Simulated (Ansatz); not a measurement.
# SrVO3 (Pm-3m): Hubbard U and Hund's J by constrained RPA, part 2 of 2

How strongly is the local Coulomb interaction screened in SrVO3 (Pm-3m)?

Ansatz 0.2.0; non-magnetic LDA, then constrained RPA, plane waves, PAW.

So far. Step 3 (Constrained RPA: V t2g, bands v1 to c2, 6×6×6 mesh …): On the V t2g shell, screening brings the on-site interaction from 16.1 eV down to U = 3.20 eV.

**4. Constrained RPA: V t2g + anion p, bands v10 to c2, 6×6×6 mesh, medium accuracy**

Level of this step: constrained RPA on LDA, plane waves, PAW (Ansatz).

The input, input.yaml:

```yaml
crystal:
  lattice:
    - [0.0, -3.842, 0.0]
    - [0.0, 0.0, 3.842]
    - [-3.842, 0.0, 0.0]
  atoms:
    - { symbol: Sr, position: [0.0, 0.0, 0.0] }
    - { symbol: V, position: [0.5, 0.5, 0.5] }
    - { symbol: O, position: [0.5, 0.5, 0.0] }
    - { symbol: O, position: [0.5, 0.0, 0.5] }
    - { symbol: O, position: [0.0, 0.5, 0.5] }
kpoints:
  mp_grid: { grid: [6, 6, 6] }
hamiltonian:
  xc: lda
scf:
  occupations: { method: gaussian, width: 0.08 }
  n_extra_bands: 19
  max_iter: 150
  lower_state_search: "off"
output:
  crpa:
    kmesh: [6, 6, 6]
    target_bands: [v10, c2]
    projections:
      - { species: V, l: d, shell: 3, orbitals: [dxz, dyz, dxy] }
      - { species: O, l: p, shell: 2 }
  local_orbitals:
    kmesh: [6, 6, 6]
    orbitals:
      - { species: V, l: d, shell: 3, orbitals: [dxz, dyz, dxy] }
      - { species: O, l: p, shell: 2 }
    window: { bands: [v10, c2] }
    seedname: lo
```

Launch:

```bash
$ ansatz run input.yaml --threads 8 --pin off --max-ram 18432MiB --backend cpu --events-out ev --progress --plain --runs-dir out
```

Numbers of over 12 decimals in the logs are rounded to 6 here.

Output:

```text
[...]
Crystal: 5 atoms, lattice volume = 56.712 Å³
Basis set: ecut = 420 eV, 1141 PW (Γ)
Bands: 40, of which v1, the nominal top of the filled ones, is band 21 counted from 1 (20 counted from 0)
Symmetry: 48 space group operations
[...]
k-points: 20 of 216
[...]
SCF iter   1: F=—  HF=-7977.618127 eV  |F-HF|=—  |Δ(HF+E_count)|=         —  Δρ=1.97e-2  dr2=2.03e-1  ethr=1.77e-3  ⟨swp⟩=7.2  Hψ=3933  notcnv=0  defer=145
[...]
SCF iter   7: F=-7977.572971 eV  HF=-7977.572971 eV  |F-HF|=1.22e-8  |Δ(HF+E_count)|=   1.68e-6  Δρ=9.96e-6  dr2=3.19e-8  ethr=2.44e-10  ⟨swp⟩=10.2  Hψ=4560  notcnv=0
SCF 1 converged in 7 iterations: F = -7977.572971 eV  dr2 = 3.19e-8
[...]
cRPA screening: q 1/216
cRPA screening: q 2/216
cRPA screening: q 8/216 (q-point 3)
cRPA screening: q 14/216 (q-point 4)
cRPA screening: q 17/216 (q-point 8)
cRPA screening: q 23/216 (q-point 9)
cRPA screening: q 35/216 (q-point 10)
cRPA screening: q 47/216 (q-point 11)
cRPA screening: q 59/216 (q-point 12)
cRPA screening: q 65/216 (q-point 15)
[...]
cRPA screening: q 198/216 (q-point 89)
cRPA screening: q 204/216 (q-point 94)
cRPA screening: q 210/216 (q-point 95)
cRPA screening: q 216/216 (q-point 130)
SCF converged after 7 iterations
Free energy (F): -7977.572971 eV
[...]
Internal energy: -7977.565519 eV  (E = F + TS)
E sigma→0 (E₀):  -7977.569245 eV
Entropy (-TS):   -0.007453 eV (-1.491 meV/atom)
Fermi energy:    12.038007 eV
[...]
--- Band table (eV; the first three rows and the last of 20) ---
  k-point 0: bands = [... 17 lower, 9.7046, 9.7046, 9.7046, 11.1121, 11.1121, 11.1121, 13.3996, 13.3996, ... 15 higher]
  k-point 1: bands = [... 17 lower, 8.9167, 9.5129, 9.5129, 11.1428, 11.7602, 11.7602, 13.4069, 14.1995, ... 15 higher]
  k-point 2: bands = [... 17 lower, 8.1559, 9.3231, 9.3231, 11.2056, 12.6857, 12.6857, 13.4161, 15.2789, ... 15 higher]
  k-point 19: bands = [... 17 lower, 10.0868, 10.0868, 10.0868, 13.6538, 13.6538, 13.6538, 17.2868, 17.2868, ... 15 higher]
[...]
χ-basis size per q: N_G = 196..216
[...]
Each shell's averages of U are screened by what lies outside the whole window alone: parameters of one model of all the shells.
    Site 1, 3D, 3 of 5 d orbitals (Wannier functions 1, 2, 3; wannier90's mr 2, 3, 5):
      screened: U = 6.0901 eV, U' = 4.8988 eV, J = 0.5977 eV
      screened, to within: U = 1.1e-2 eV, U' = 1.1e-2 eV, J = 9.9e-4 eV
      bare: V = 19.6888 eV, V' = 18.1973 eV, J = 0.7516 eV
    Site 2, 2P, 3 of 3 p orbitals (Wannier functions 4, 5, 6; wannier90's mr 1, 2, 3):
      screened: U = 5.9912 eV, U' = 4.6199 eV, J = 0.6236 eV
      screened, to within: U = 1.1e-2 eV, U' = 1.1e-2 eV, J = 1.1e-3 eV
      bare: V = 18.0433 eV, V' = 16.2186 eV, J = 0.8214 eV
    Site 3, 2P, 3 of 3 p orbitals (Wannier functions 7, 8, 9; wannier90's mr 1, 2, 3):
      screened: U = 5.9912 eV, U' = 4.6199 eV, J = 0.6236 eV
      screened, to within: U = 1.1e-2 eV, U' = 1.1e-2 eV, J = 1.1e-3 eV
      bare: V = 18.0433 eV, V' = 16.2186 eV, J = 0.8214 eV
    Site 4, 2P, 3 of 3 p orbitals (Wannier functions 10, 11, 12; wannier90's mr 1, 2, 3):
      screened: U = 5.9912 eV, U' = 4.6199 eV, J = 0.6236 eV
      screened, to within: U = 1.1e-2 eV, U' = 1.1e-2 eV, J = 1.1e-3 eV
      bare: V = 18.0433 eV, V' = 16.2186 eV, J = 0.8214 eV
[...]
```

It took 9 min on 8 threads of Arm Neoverse V1, shared host; peak memory 0.94 GiB; 64 min of CPU time.

This step gave:

- U: 6.090 eV
- U prime (inter-orbital): 4.899 eV
- J: 0.5977 eV
- bare V: 19.69 eV
- bare J: 0.7516 eV
- stated bound on U: 0.01028 eV
- U over bare V: 0.3093
- electrons in the window: 19.00
- head of the constrained inverse dielectric matrix: 0.2419
- least eigenvalue of the projection's overlap: 0.5800
- target functions: 12
- bands in the sums: 46
- r.m.s. miss of the model bands: 0.001458 eV
- width of the target bands: 8.793 eV
- weight of the projected orbitals in the window: 0.9568

On the V t2g shell, screening brings the on-site interaction from 19.7 eV down to U = 6.09 eV.

Kanamori averages over each shell's functions. Crpa shells, by row:

```csv
site,element,shell,orbitals,U (eV),U' (eV),J (eV),bare V (eV),bare V' (eV),bare J (eV),bound on U (eV)
2,V,3D,3,6.09,4.899,0.5977,19.69,18.2,0.7516,0.01028
3,O,2P,3,5.991,4.62,0.6236,18.04,16.22,0.8214,0.01059
4,O,2P,3,5.991,4.62,0.6236,18.04,16.22,0.8214,0.01059
5,O,2P,3,5.991,4.62,0.6236,18.04,16.22,0.8214,0.01059
```

Projected local orbitals of the target window. The electronic bands at the labelled points (eV, zero at the Fermi level; # counts the bands kept):

```csv
point,#6,#7,#8,#9,#10,#11,#12
Γ,-3.19,-2.33,-2.33,-2.33,-0.93,-0.93,-0.93
halfway,-3.70,-3.67,-2.63,-2.63,-0.86,0.22,0.22
X,-4.52,-4.08,-2.79,-2.79,-0.80,1.04,1.04
halfway,-3.91,-3.55,-3.49,-2.64,0.24,1.03,1.10
M,-4.06,-3.55,-3.55,-2.04,1.02,1.02,1.37
halfway,-3.77,-3.37,-3.25,-2.73,0.15,0.29,0.52
Γ,-3.19,-2.33,-2.33,-2.33,-0.93,-0.93,-0.93
halfway,-5.05,-2.94,-2.94,-2.61,0.56,0.65,0.65
R,-5.85,-1.95,-1.95,-1.95,1.62,1.62,1.62
halfway,-4.93,-2.97,-2.80,-2.52,0.71,1.17,1.20
X,-4.52,-4.08,-2.79,-2.79,-0.80,1.04,1.04
jump to R,-5.85,-1.95,-1.95,-1.95,1.62,1.62,1.62
halfway,-5.52,-2.66,-2.66,-2.00,1.27,1.27,1.49
M,-4.06,-3.55,-3.55,-2.04,1.02,1.02,1.37
```

The same for Kohn-Sham, solved directly:

```csv
point,#6,#7,#8,#9,#10,#11,#12
Γ,-3.19,-2.33,-2.33,-2.33,-0.93,-0.93,-0.93
X,-4.52,-4.08,-2.79,-2.79,-0.80,1.04,1.04
M,-4.06,-3.55,-3.55,-2.04,1.02,1.02,1.37
Γ,-3.19,-2.33,-2.33,-2.33,-0.93,-0.93,-0.93
R,-5.85,-1.95,-1.95,-1.95,1.62,1.62,1.62
X,-4.52,-4.08,-2.79,-2.79,-0.80,1.04,1.04
R,-5.85,-1.95,-1.95,-1.95,1.62,1.62,1.62
M,-4.06,-3.55,-3.55,-2.04,1.02,1.02,1.37
```

Onsite levels, by row:

```csv
orbital,level less Fermi level (eV)
V2 dxz,-0.6191
V2 dyz,-0.6191
V2 dxy,-0.6191
O3 pz,-3.527
O3 px,-5.431
O3 py,-3.527
O4 pz,-5.431
O4 px,-3.527
O4 py,-3.527
O5 pz,-3.527
O5 px,-3.527
O5 py,-5.431
```

Largest distinct elements between sites. Hoppings, by row:

```csv
from,to,cell,distance (Å),t (eV)
O5 px,V2 dxy,0 0 0,1.921,-1.229
O3 px,O3 px,0 0 1,3.842,0.6762
O5 pz,O4 py,0 0 0,2.717,0.3007
O5 py,O4 py,-1 1 0,2.717,0.2598
O4 py,O4 py,0 -1 0,3.842,-0.1513
O4 px,O4 px,-1 0 1,5.433,0.0784
O5 px,O5 pz,0 1 1,5.433,-0.0703
O5 px,O4 px,0 0 0,2.717,-0.064
V2 dxy,V2 dxy,0 0 -1,3.842,-0.0507
O5 py,O5 py,-2 0 0,7.684,0.049
O4 px,O3 pz,-1 0 1,4.705,-0.0421
O5 py,O3 px,0 0 1,2.717,0.042
```

**5. The windows together**

Times are wall times on 8 threads of Arm Neoverse V1, shared host, good to a factor of about two.

```csv
target,bands,functions,width (eV),bare V (eV),U (eV),U′ (eV),J (eV),U/V,time
V t2g,v1–c2,3,2.54,16.11,3.20,2.34,0.41,0.20,87 s
V t2g + anion p,v10–c2,12,8.79,19.69,6.09,4.90,0.60,0.31,9 min
```

**6. Beside a published calculation**

Published values for V t2g (constrained RPA on LDA, LAPW basis, projected t2g orbitals; Vaugier, Jiang, Biermann, Phys. Rev. B 86, 165105 (2012), Table III, arXiv:1206.3533):

```csv
quantity,here (eV),published (eV),difference (%)
U,3.20,3.2,+0
J,0.41,0.44,−8
bare V,16.11,16.1,+0
```

**7. Results**

| Property | Result |
| --- | --- |
| V t2g | U 3.20 eV, U′ 2.34 eV, J 0.41 eV, bare V 16.1 eV |
| V t2g + anion p | U 6.09 eV, U′ 4.90 eV, J 0.60 eV, bare V 19.7 eV |
| method | constrained RPA on non-magnetic LDA, 6×6×6 mesh, static; search for lower states off |

What this shows: For V t2g, screening cuts the on-site interaction from 16.11 eV to 3.20 eV (20 %), while J goes only from 0.55 eV to 0.41 eV: the monopole is screened far more than the multipoles. U − 2J differs from U′ by +0.04 eV, so the Kanamori relation holds well. U is 1.3 times the width of the target bands. With the window V t2g + anion p U becomes 6.09 eV and the bare V 19.69 eV, so U/V goes from 0.20 to 0.31. The published U of 3.2 eV, itself a calculation in another basis and with its own orbitals, lies +0.003 eV from this one. The parent state is non-magnetic and the interaction static (zero frequency); U depends on the window and the orbitals, so it belongs to this model alone. The bands cross the Fermi level under this constraint, which need not be the crystal's state: magnetic order, correlation or a lattice distortion may open a gap. A window that holds the anion p bands defines a model with explicit ligands; its U belongs to that model and is not the U of DFT+U.

[Paths, hosts, dates, memory and timing lines, banners, echoed tables and standing remarks are left out of the program output.]

[Logs are printed without paths, hosts, clocks, repeated set-up lines and the standing remarks that a program may print on its own settings, such as how far it seeks lower states.]

[Runs of the session that timed out or met a known fault of the program may be left out.]

[Hosts, paths, dates, database ids (printed as entryN), source tags and the programs' standing remarks are cut or masked in the printed files.]
